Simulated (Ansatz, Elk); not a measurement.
**Bonding as seen by X-rays: NiAg2S2**

The structure of NiAg2S2 used here is made up (a known structure type with other elements) and was relaxed beforehand with PBE. The aim is the Fourier transform of its all-electron density, F(hkl), set beside the sum over free spherical atoms that refinements use.

Program: Elk 11.2.3 (patched build). Level of theory: DFT, PBE, all-electron APW+lo, Dirac cores, scalar-relativistic bands, static density, no spin. Results are calculated unless marked as measured.

The structure was built from a prototype and need not be the compound's stable phase.

**1. Set-up**

The structure is orthorhombic, space group Immm (No. 71). The conventional cell has a = 3.240 Å, b = 6.694 Å, c = 7.912 Å, α = 90.00°, β = 90.00°, γ = 90.00°. Nearest to Ag lie 6 S at 2.83 to 2.90 Å and 2 Ni at 2.88 Å and 1 Ag at 3.16 Å. Nearest to Ni lie 4 S at 2.23 Å. Nearest to S lie 2 Ni at 2.23 Å and 6 Ag at 2.83 to 2.90 Å. Farther neighbours and most contacts between anions are not listed.

**2. Ground state and structure factors**

An all-electron density is needed, since X-rays see the cores too. Task 0 finds the density and task 195 Fourier-transforms it; tshift is off so that phases refer to the origin typed.

Contents of elk.in:

```
tasks
  0
  195

xctype
  20

spinpol
  .false.

rgkmax
  7.0

gmaxvr
  14.0

lmaxo
  7

lmaxapw
  8

swidth
  0.002

tshift
  .false.

hmaxvr
  5.5

maxscl
  120

epspot
  1e-06

sppath
  './'

avec
  -3.06113547141 6.32510150692 7.47617743495
  3.06113547141 -6.32510150692 7.47617743495
  3.06113547141 6.32510150692 -7.47617743495

atoms
  3
  'Ag.in'
  2
  0.3005102632 0.8005102632 0.5000000000   0.000000 0.000000 0.000000
  0.6994897368 0.1994897368 0.5000000000   0.000000 0.000000 0.000000
  'Ni.in'
  1
  0.0000000000 -0.0000000000 0.0000000000   0.000000 0.000000 0.000000
  'S.in'
  2
  0.7702620589 0.5000000000 0.2702620589   0.000000 0.000000 0.000000
  0.2297379411 0.5000000000 0.7297379411   0.000000 0.000000 0.000000

ngridk
  8 8 8
```

Run with:

```
$ OMP_NUM_THREADS=4 elk
```

Numbers of over 12 decimals in the logs are rounded to 6 here.

Output:

```text
┌─────────────────────────┐
│ Elk code version 11.2.3 │
└─────────────────────────┘

All units are atomic (Hartree, Bohr, etc.)

┌─────────────────────────────────────────────────┐
│ Ground-state run starting from atomic densities │
└─────────────────────────────────────────────────┘

Lattice vectors :
  -3.061135471       6.325101507       7.476177435
   3.061135471      -6.325101507       7.476177435
   3.061135471       6.325101507      -7.476177435

Reciprocal lattice vectors :
 -0.1940719293E-16  0.4966865196      0.4202137631
   1.026283444      0.1121071160E-16  0.4202137631
   1.026283444      0.4966865196      0.4139945754E-17

Unit cell volume      :    579.0147682
Brillouin zone volume :   0.4284004952

Muffin-tin inner radius fraction :   0.1000000000E-01

Nuclei treated as point charges

Species : 1 (Ag)
 parameters loaded from : Ag.in
 name : silver
 nuclear charge    :   -47.00000000
 electronic charge :    47.00000000
 atomic mass :    196631.6998
 muffin-tin radius :    2.600000000
 number of radial points in muffin-tin :   1193
 inner part over the whole radius :   0.9869554211E-02
 number on inner part of muffin-tin    :    849
 approximate nuclear radius :   0.8648227117E-04
 number of mesh points to nuclear radius :    425
 atomic positions (lattice), magnetic fields (Cartesian) :
  1 :   0.30051026 -0.19948974  0.50000000    0.00000000  0.00000000  0.00000000
  2 :  -0.30051026  0.19948974  0.50000000    0.00000000  0.00000000  0.00000000

Species : 2 (Ni)
 parameters loaded from : Ni.in
 name : nickel
 nuclear charge    :   -28.00000000
 electronic charge :    28.00000000
 atomic mass :    106991.5231
 muffin-tin radius :    2.176167205
 number of radial points in muffin-tin :    993
 inner part over the whole radius :   0.9918833229E-02
 number on inner part of muffin-tin    :    699
 approximate nuclear radius :   0.7325707712E-04
 number of mesh points to nuclear radius :    337
 atomic positions (lattice), magnetic fields (Cartesian) :
  1 :   0.00000000  0.00000000  0.00000000    0.00000000  0.00000000  0.00000000

Species : 3 (S)
 parameters loaded from : S.in
 name : sulphur
 nuclear charge    :   -16.00000000
 electronic charge :    16.00000000
 atomic mass :    58450.91931
 muffin-tin radius :    1.994819938
 number of radial points in muffin-tin :    793
 inner part over the whole radius :   0.9993487230E-02
 number on inner part of muffin-tin    :    553
 approximate nuclear radius :   0.6195814986E-04
 number of mesh points to nuclear radius :    252
 atomic positions (lattice), magnetic fields (Cartesian) :
  1 :  -0.22973794  0.50000000  0.27026206    0.00000000  0.00000000  0.00000000
  2 :   0.22973794  0.50000000 -0.27026206    0.00000000  0.00000000  0.00000000

Total number of atoms per unit cell :    5
Total muffin-tin volume :    256.9139319
 ratio of muffin-tin to unit cell volume :   0.4437087722

Spin treatment :
 spin-unpolarised

Number of Bravais lattice symmetries :    8
Number of crystal symmetries         :    8
Crystal has inversion symmetry
Real symmetric eigensolver will be used

k-point grid :      8     8     8
k-point offset :    0.000000000       0.000000000       0.000000000
k-point set is reduced with full crystal symmetry group
Total number of k-points :       95

Muffin-tin radius times maximum |G+k| :    7.000000000
 using average radius
Maximum |G+k| for APW functions       :    3.079411761
Maximum (1/2)|G+k|²                   :    4.741388398
Maximum |G| for potential and density :    14.00000000
Constant for pseudocharge density :    9
 order of it for each species :   16  16  16
 order of it for pair densities of each species (exact exchange by exxq0 0: 17) :   13   8   6
Radial integration step length :    1

G-vector grid sizes :     48    48    48
Number of G-vectors :    26805

Maximum angular momentum used for
 APW functions            :    8
 outer part of muffin-tin :    7
 inner part of muffin-tin :    2

Total nuclear charge    :   -154.0000000
[...]
electron entropic           :    -0.11240451828996E-02
 total energy                :     -12955.050134748

Density of states at Fermi energy :    84.69992458
 (states/Hartree/unit cell)

Estimated indirect band gap :   0.9441508015E-04
 from k-point 55 to k-point 85
Estimated direct band gap   :   0.7010112524E-02
 at k-point 61

Charges :
 core                        :    88.00000000
 valence                     :    66.00000000
 interstitial                :    7.919652876
 muffin-tins (core leakage)
  species : 1 (Ag)
   atom 1                    :    45.25076988     ( -0.3322459996E-06)
[...]
species : 2 (Ni)
[...]
species : 3 (S)
[...]
total in muffin-tins        :    146.0803471
 total calculated charge     :    153.9984488
 total charge                :    154.0000000
 error                       :   0.1551240828E-02

RMS change in Kohn-Sham potential (target) :   0.5216847448     (  0.1000000000E-05)
Absolute change in total energy (target)   :   0.5482878320     (  0.1000000000E-03)

[... loops 3 to 15 left out ...]

┌──────────────────┐
│ Loop number : 16 │
└──────────────────┘

Energies :
 Fermi                       :     0.217658
 sum of occupied eigenvalues :     -7687.5740705672
 electron kinetic            :      13473.408964786
 core electron kinetic       :      12895.669411609
 Coulomb                     :     -26013.341510503
 Coulomb potential           :     -20621.980787811
 nuclear-nuclear             :     -1551.6782926403
 electron-nuclear            :     -28340.905904229
 Hartree                     :      3879.2426863664
 Madelung                    :     -15702.351116598
 xc potential                :     -539.00224754176
 exchange                    :     -406.24714700384
 correlation                 :     -7.646895
 electron entropic           :    -0.63093181717719E-03
 total energy                :     -12953.827218224

Density of states at Fermi energy :    47.45762086
 (states/Hartree/unit cell)

Estimated indirect band gap :   0.2642654240E-03
 from k-point 73 to k-point 47
Estimated direct band gap   :   0.1215792036E-01
 at k-point 26

Charges :
 core                        :    88.00000000
 valence                     :    66.00000000
 interstitial                :    7.853708987
 muffin-tins (core leakage)
  species : 1 (Ag)
[...]
species : 2 (Ni)
[...]
species : 3 (S)
[...]
total in muffin-tins        :    146.1462910
 total calculated charge     :    153.9984146
 total charge                :    154.0000000
 error                       :   0.1585427809E-02

RMS change in Kohn-Sham potential (target) :   0.9076162335E-06 (  0.1000000000E-05)
Absolute change in total energy (target)   :   0.9146326192E-04 (  0.1000000000E-03)

Convergence targets achieved

┌──────────────────┐
│ Loop number : 17 │
└──────────────────┘

Energies :
 Fermi                       :     0.217658
 sum of occupied eigenvalues :     -7687.5740487307
 electron kinetic            :      13473.408964322
 core electron kinetic       :      12895.669397476
 Coulomb                     :     -26013.341490560
 Coulomb potential           :     -20621.980784803
 nuclear-nuclear             :     -1551.6782926403
 electron-nuclear            :     -28340.905867584
 Hartree                     :      3879.2426696645
 Madelung                    :     -15702.351098158
 xc potential                :     -539.00222825033
 exchange                    :     -406.24714606784
 correlation                 :     -7.646895
 electron entropic           :    -0.63093262663251E-03
 total energy                :     -12953.827197837

Density of states at Fermi energy :    47.45766563
 (states/Hartree/unit cell)

Estimated indirect band gap :   0.2642657731E-03
 from k-point 73 to k-point 47
Estimated direct band gap   :   0.1215786267E-01
 at k-point 26

Charges :
 core                        :    88.00000000
 valence                     :    66.00000000
 interstitial                :    7.853710150
 muffin-tins (core leakage)
  species : 1 (Ag)
[...]
species : 2 (Ni)
   atom 1                    :    26.84412938     (  0.9171879907E-03)
  species : 3 (S)
   atom 1                    :    13.84909282     (  0.2727148865E-03)
   atom 2                    :    13.84909282     (  0.2727148865E-03)
 total in muffin-tins        :    146.1462899
 total calculated charge     :    153.9984146
 total charge                :    154.0000000
 error                       :   0.1585427685E-02

┌──────────────────────────────┐
│ Self-consistent loop stopped │
└──────────────────────────────┘

Warning : core states of species 2 leak from the muffin-tin :   0.9171879907E-03

Warning : core states of species 3 leak from the muffin-tin :   0.2727148865E-03

Wrote STATE.OUT
```

Wall time 68 s (4 threads of Arm Neoverse V2, shared host); peak memory 0.23 GiB; 4 min of CPU time.

SFACRHO.OUT:

```text

h k l indices transformed by vhmat matrix:
   1.000000000       0.000000000       0.000000000    
   0.000000000       1.000000000       0.000000000    
   0.000000000       0.000000000       1.000000000    

      h      k      l  multipl.   |H|            Re(F)            Im(F)           |F|

      0      0      0      1   0.0000000       154.00000      0.10278896E-15   154.00000    
     -1      0      0      4  0.65059750       2.2889690      0.60265831E-14   2.2889690    
     -1     -1      1      2  0.84042753      -16.383928     -0.86984597E-14   16.383928    
     -1      1     -1      2  0.99337304       81.667376     -0.14062027E-13   81.667376    
      0      1      0      4   1.1089803       24.120331     -0.24300955E-14   24.120331    
      0      0      1      4   1.1401558      -59.137551     -0.10044305E-13   59.137551    
      0     -2      2      4   1.3011950      -61.126613     -0.49719310E-13   61.126613    
     -1     -2      2      4   1.3549590       86.390929      0.46203804E-13   86.390929    
      2      0     -1      8   1.4164299       78.926003      0.24106332E-13   78.926003    
      0      1     -2      8   1.4888342       64.548228     -0.11550951E-13   64.548228    
      2     -1      1      4   1.5481786      -9.2948112     -0.90398746E-14   9.2948112    
      1      2     -1      4   1.6255689      -57.236796      0.10883263E-15   57.236796    
     -2     -2      2      2   1.6808551       60.619802      0.10201549E-13   60.619802    
     -2      2     -1      4   1.8092914      -41.127924      0.35155068E-13   41.127924    
      0     -3      2      8   1.9050628      -17.015816     -0.24859655E-13   17.015816    
     -3      0      0      4   1.9517925       65.264111     -0.14062027E-13   65.264111    
     -1     -3      3      4   1.9524507       20.578921     -0.60265831E-14   20.578921    
     -2      2     -2      2   1.9867461       99.273186     -0.59261400E-13   99.273186
```

Elk indexes on the primitive cell of elk.in and gives |H| = 4π sin θ/λ in inverse bohr. Below, one row stands for each form hkl of the conventional cell (m members, Friedel mates merged), F is for one primitive cell and the density is static (no thermal factor). Free-atom factors are Waasmaier and Kirfel's, and R is Σm||F|−|F'||/Σm|F|.

| hkl | m | sin θ/λ (Å⁻¹) | abs F, DFT | neutral atoms | diff. |
| --- | --- | --- | --- | --- | --- |
| 011 | 4 | 0.098 | 2.289 | 1.997 | +0.292 |
| 002 | 2 | 0.126 | 16.384 | 16.964 | -0.580 |
| 020 | 2 | 0.149 | 81.667 | 81.987 | -0.320 |
| 101 | 4 | 0.167 | 24.120 | 24.291 | -0.170 |
| 110 | 4 | 0.172 | 59.138 | 59.604 | -0.467 |
| 022 | 4 | 0.196 | 61.127 | 61.290 | -0.164 |
| 013 | 4 | 0.204 | 86.391 | 86.607 | -0.216 |
| 112 | 8 | 0.213 | 78.926 | 79.141 | -0.215 |
| 121 | 8 | 0.224 | 64.548 | 64.560 | -0.012 |
| 031 | 4 | 0.233 | 9.295 | 9.271 | +0.024 |
| 103 | 4 | 0.244 | 57.237 | 57.353 | -0.116 |
| 004 | 2 | 0.253 | 60.620 | 60.840 | -0.220 |
| 130 | 4 | 0.272 | 41.128 | 41.145 | -0.017 |
| 123 | 8 | 0.286 | 17.016 | 16.933 | +0.082 |

**3. Results**

| Property | Result |
| --- | --- |
| R against neutral atoms, sin θ/λ < 0.3 Å⁻¹ | 0.35 % |
| R against neutral atoms, 0.3 to 0.68 Å⁻¹ | 0.25 % |

What this shows: Independent neutral atoms miss the calculated amplitudes by R = 0.35 % below 0.3 Å⁻¹ and 0.25 % from there to 0.68 Å⁻¹; by shells, 1.45 % below 0.15 Å⁻¹ (3 forms), 0.28 % 0.15 to 0.3 (14 forms), 0.27 % 0.3 to 0.45 (33 forms), 0.25 % above 0.45 (99 forms). Bonding, aspherical density and the tables' own atoms all enter these figures, and the runs don't part them. The largest change of an amplitude is -0.58 electrons, at 002. Weak lines can change much in proportion: 211 goes from 0.66 to 0.51. The basis has no finished test. The k-mesh has no finished test. These runs have no spin, though d or f shells may be open. Part of the difference isn't bonding: the tables are fits to free atoms and ions calculated by other methods than this functional. Thermal motion, anomalous dispersion and extinction are left out.

[Logs are printed without paths, hosts, clocks, repeated set-up lines and the standing remarks that a program may print on its own settings, such as how far it seeks lower states.]

[Hosts, paths, dates, database ids (printed as entryN), source tags and the programs' standing remarks are cut or masked in the printed files.]
